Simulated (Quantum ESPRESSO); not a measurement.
# ZnCu: which magnetic order is lowest, part 2 of 2

Wanted: the moments of ZnCu and the energy of each order that was tried.

Quantum ESPRESSO 7.5; PBE; plane waves with GBRV 1.5 PBE potentials, no spin-orbit coupling.

So far: The structure; Run 1, typed as ferro +; Run 2, typed as antiferro q=(1/2,1/2,1/2) +−.

### 4. Run 3, typed as antiferro q=(0,0,1/2) +−

The cell is doubled to 4 atoms to hold this order.

pw.in reads:

```
&CONTROL
  calculation = 'scf'
  prefix = 'pwscf'
  outdir = './tmp'
  pseudo_dir = './pseudo'
  disk_io = 'nowf'
/
&SYSTEM
  ibrav = 0
  celldm(1) = 8
  nat = 4
  ntyp = 3
  ecutwfc = 40
  ecutrho = 280
  nbnd = 49
  occupations = 'smearing'
  smearing = 'fd'
  degauss = 0.00367493
  nspin = 2
  starting_magnetization(1) = 0
  starting_magnetization(2) = 0.0263
  starting_magnetization(3) = -0.0263
/
&ELECTRONS
  conv_thr = 8d-09
  electron_maxstep = 150
  mixing_beta = 0.3
/
ATOMIC_SPECIES
Zn     65.3800 zn_pbe_v1.uspp.F.UPF
Cu1    63.5460 cu_pbe_v1.2.uspp.F.UPF
Cu2    63.5460 cu_pbe_v1.2.uspp.F.UPF
CELL_PARAMETERS alat
   0.6956554296279    0.0000000000000    0.0000000000000
   0.0000000000000    0.6956554296279    0.0000000000000
   0.0000000000000    0.0000000000000    1.3913108592557
ATOMIC_POSITIONS crystal
Zn      0.5000000000    0.5000000000    0.2500000000
Zn      0.5000000000    0.5000000000    0.7500000000
Cu1     0.0000000000    0.0000000000    0.0000000000
Cu2     0.0000000000    0.0000000000    0.5000000000
K_POINTS automatic
10 10 5 0 0 0
```

Command:

```bash
$ OMP_NUM_THREADS=1 mpirun -n 4 pw.x -nk 4 -in pw.in > pw.out
```

What it wrote:

```text
     [... lines left out ...]
Program PWSCF v.7.5 starts
     [... lines left out ...]
     number of atoms/cell      =            4
     [... lines left out ...]
     number of electrons       =        78.00
     number of Kohn-Sham states=           49
     kinetic-energy cutoff     =      40.0000  Ry
     charge density cutoff     =     280.0000  Ry
     scf convergence threshold =      8.0E-09
     [... lines left out ...]
     16 Sym. Ops., with inversion, found
     [... lines left out ...]
     number of k points=    63  Fermi-Dirac smearing, width (Ry)=  0.0037
     [... lines left out ...]
     iteration # 15     ecut=    40.00 Ry     beta= 0.30
     [... lines left out ...]
     Magnetic moment per site  (integrated on atomic sphere of radius R)
     atom   1 (R=0.249)  charge= 18.5627  magn=  0.0000
     atom   2 (R=0.249)  charge= 18.5627  magn=  0.0000
     atom   3 (R=0.249)  charge= 17.7803  magn=  0.0000
     atom   4 (R=0.249)  charge= 17.7803  magn= -0.0000
     [... lines left out ...]
     the Fermi energy is    15.7784 ev
!    total energy              =   -1730.69576207 Ry
     estimated scf accuracy    <          2.0E-09 Ry
     smearing contrib. (-TS)   =      -0.00078504 Ry
     [... lines left out ...]
     total magnetization       =    -0.00 Bohr mag/cell
     absolute magnetization    =     0.00 Bohr mag/cell
     convergence has been achieved in  15 iterations
```

Wall time 70 s (4 MPI ranks of Intel Xeon Platinum 8375C at 2.90GHz (Ice Lake), shared host); peak memory 0.51 GiB; 4.7 min of CPU time.

The spin moment in the atom's sphere vanishes on all atoms.

This step gave:

- smearing term TS: 0.01068 eV
- magnetization: 0 μB
- absolute magnetization: 0 μB
- final state: non-magnetic

### 5. Run 4 (antiferro q=(0,1/2,1/2) +−)

This order needs a doubled cell of 4 atoms.

pw.in: that of step 4 with these lines changed.

```diff
@@ -34,10 +34,10 @@
    0.6956554296279    0.0000000000000    0.0000000000000
-   0.0000000000000    0.6956554296279    0.0000000000000
-   0.0000000000000    0.0000000000000    1.3913108592557
+   0.0000000000000    1.3913108592557    0.0000000000000
+   0.0000000000000    0.6956554296279    0.6956554296279
 ATOMIC_POSITIONS crystal
-Zn      0.5000000000    0.5000000000    0.2500000000
-Zn      0.5000000000    0.5000000000    0.7500000000
+Zn      0.5000000000    0.0000000000    0.5000000000
+Zn      0.5000000000    0.5000000000    0.5000000000
 Cu1     0.0000000000    0.0000000000    0.0000000000
-Cu2     0.0000000000    0.0000000000    0.5000000000
+Cu2     0.0000000000    0.5000000000    0.0000000000
 K_POINTS automatic
-10 10 5 0 0 0
+10 5 10 0 0 0
```

What it wrote:

```text
     [... lines left out ...]
Program PWSCF v.7.5 starts
     [... lines left out ...]
     number of atoms/cell      =            4
     [... lines left out ...]
     number of electrons       =        78.00
     number of Kohn-Sham states=           49
     kinetic-energy cutoff     =      40.0000  Ry
     charge density cutoff     =     280.0000  Ry
     scf convergence threshold =      8.0E-09
     [... lines left out ...]
     16 Sym. Ops., with inversion, found
     [... lines left out ...]
     number of k points=    72  Fermi-Dirac smearing, width (Ry)=  0.0037
     [... lines left out ...]
     iteration # 15     ecut=    40.00 Ry     beta= 0.30
     [... lines left out ...]
     Magnetic moment per site  (integrated on atomic sphere of radius R)
     atom   1 (R=0.249)  charge= 18.5630  magn=  0.0000
     atom   2 (R=0.249)  charge= 18.5630  magn=  0.0000
     atom   3 (R=0.249)  charge= 17.7802  magn=  0.0000
     atom   4 (R=0.249)  charge= 17.7802  magn= -0.0000
     [... lines left out ...]
     the Fermi energy is    15.7784 ev
!    total energy              =   -1730.69576254 Ry
     estimated scf accuracy    <          1.9E-09 Ry
     smearing contrib. (-TS)   =      -0.00078504 Ry
     [... lines left out ...]
     total magnetization       =    -0.00 Bohr mag/cell
     absolute magnetization    =     0.00 Bohr mag/cell
     convergence has been achieved in  15 iterations
```

Wall time 95 s (4 MPI ranks); peak memory 0.54 GiB.

This step gave:

```
smearing term TS       : 0.01068 eV
magnetization          : 0 μB
absolute magnetization : 0 μB
final state            : non-magnetic
largest moment         : 0 μB
```

### 6. Run 5 (no spin polarisation)

pw.in reads:

```
&CONTROL
  calculation = 'scf'
  prefix = 'pwscf'
  outdir = './tmp'
  pseudo_dir = './pseudo'
  disk_io = 'nowf'
/
&SYSTEM
  ibrav = 0
  celldm(1) = 8
  nat = 2
  ntyp = 2
  ecutwfc = 40
  ecutrho = 280
  nbnd = 27
  occupations = 'smearing'
  smearing = 'fd'
  degauss = 0.00367493
/
&ELECTRONS
  conv_thr = 4d-09
  electron_maxstep = 150
  mixing_beta = 0.3
/
ATOMIC_SPECIES
Zn     65.3800 zn_pbe_v1.uspp.F.UPF
Cu     63.5460 cu_pbe_v1.2.uspp.F.UPF
CELL_PARAMETERS alat
   0.6956554296279    0.0000000000000    0.0000000000000
   0.0000000000000    0.6956554296279    0.0000000000000
   0.0000000000000    0.0000000000000    0.6956554296279
ATOMIC_POSITIONS crystal
Zn      0.5000000000    0.5000000000    0.5000000000
Cu      0.0000000000    0.0000000000    0.0000000000
K_POINTS automatic
10 10 10 0 0 0
```

What it wrote:

```text
     [... lines left out ...]
Program PWSCF v.7.5 starts
     [... lines left out ...]
     number of atoms/cell      =            2
     [... lines left out ...]
     number of electrons       =        39.00
     number of Kohn-Sham states=           27
     kinetic-energy cutoff     =      40.0000  Ry
     charge density cutoff     =     280.0000  Ry
     scf convergence threshold =      4.0E-09
     [... lines left out ...]
     48 Sym. Ops., with inversion, found
     [... lines left out ...]
     number of k points=    56  Fermi-Dirac smearing, width (Ry)=  0.0037
     [... lines left out ...]
     iteration # 13     ecut=    40.00 Ry     beta= 0.30
     [... lines left out ...]
     the Fermi energy is    15.7785 ev
!    total energy              =    -865.34788593 Ry
     estimated scf accuracy    <          1.6E-09 Ry
     smearing contrib. (-TS)   =      -0.00039253 Ry
     [... lines left out ...]
     convergence has been achieved in  13 iterations
```

It took 11 s on 4 MPI ranks; peak memory 0.29 GiB.

This step gave:

```
smearing term TS : 0.005341 eV
final state      : non-magnetic (no spin polarisation)
```

### 7. Ranking

An order is kept where moments of 0.15 μB or more survive with the typed signs; meshes match where a doubled cell samples the same k points as the first cell.

Orders:

| start | final state | typed order kept | energy over the lowest (meV a seeded atom) | largest site moment (μB) | net moment (μB a cell of the first run) | mesh matched | CPU time (s) |
| --- | --- | --- | --- | --- | --- | --- | --- |
| ferro + | non-magnetic | no | 0.06658 | 0 | 0 | yes | 36.97 |
| antiferro q=(1/2,1/2,1/2) +- | non-magnetic | no | 0.06182 | 0 | 0 | yes | 144.1 |
| antiferro q=(0,0,1/2) +- | non-magnetic | no | 0.06658 | 0 | 0 | yes | 280.4 |
| antiferro q=(0,1/2,1/2) +- | non-magnetic | no | 0.06339 | 0 | 0 | yes | 379.9 |
| no spin polarisation | non-magnetic | - | 0 | 0 | 0 | yes | 41.12 |

### 8. What came out

```yaml
lowest_state_found: non-magnetic (from ferro +, antiferro q=(1/2,1/2,1/2) +-, antiferro q=(0,0,1/2) +-, antiferro q=(0,1/2,1/2) +- and no spin polarisation)
largest_site_moment: 0 μB
```

What this shows: The lowest state carries no moment, and no start kept one. Only these 5 starts were compared; other wavevectors, canted and longer-period orders were not.

[Logs and program files are shortened in this print: banners, set-up blocks, solver, clock and traceback lines can be left out without a mark of their own.]

[Logs are printed without paths, hosts, clocks, repeated set-up lines and the standing remarks that a program may print on its own settings, such as how far it seeks lower states.]

[Hosts, paths, dates, database ids (printed as entryN), source tags and the programs' standing remarks are cut or masked in the printed files.]

[Where a cell is said to come from a database of computed structures, the database is the Materials Project.]
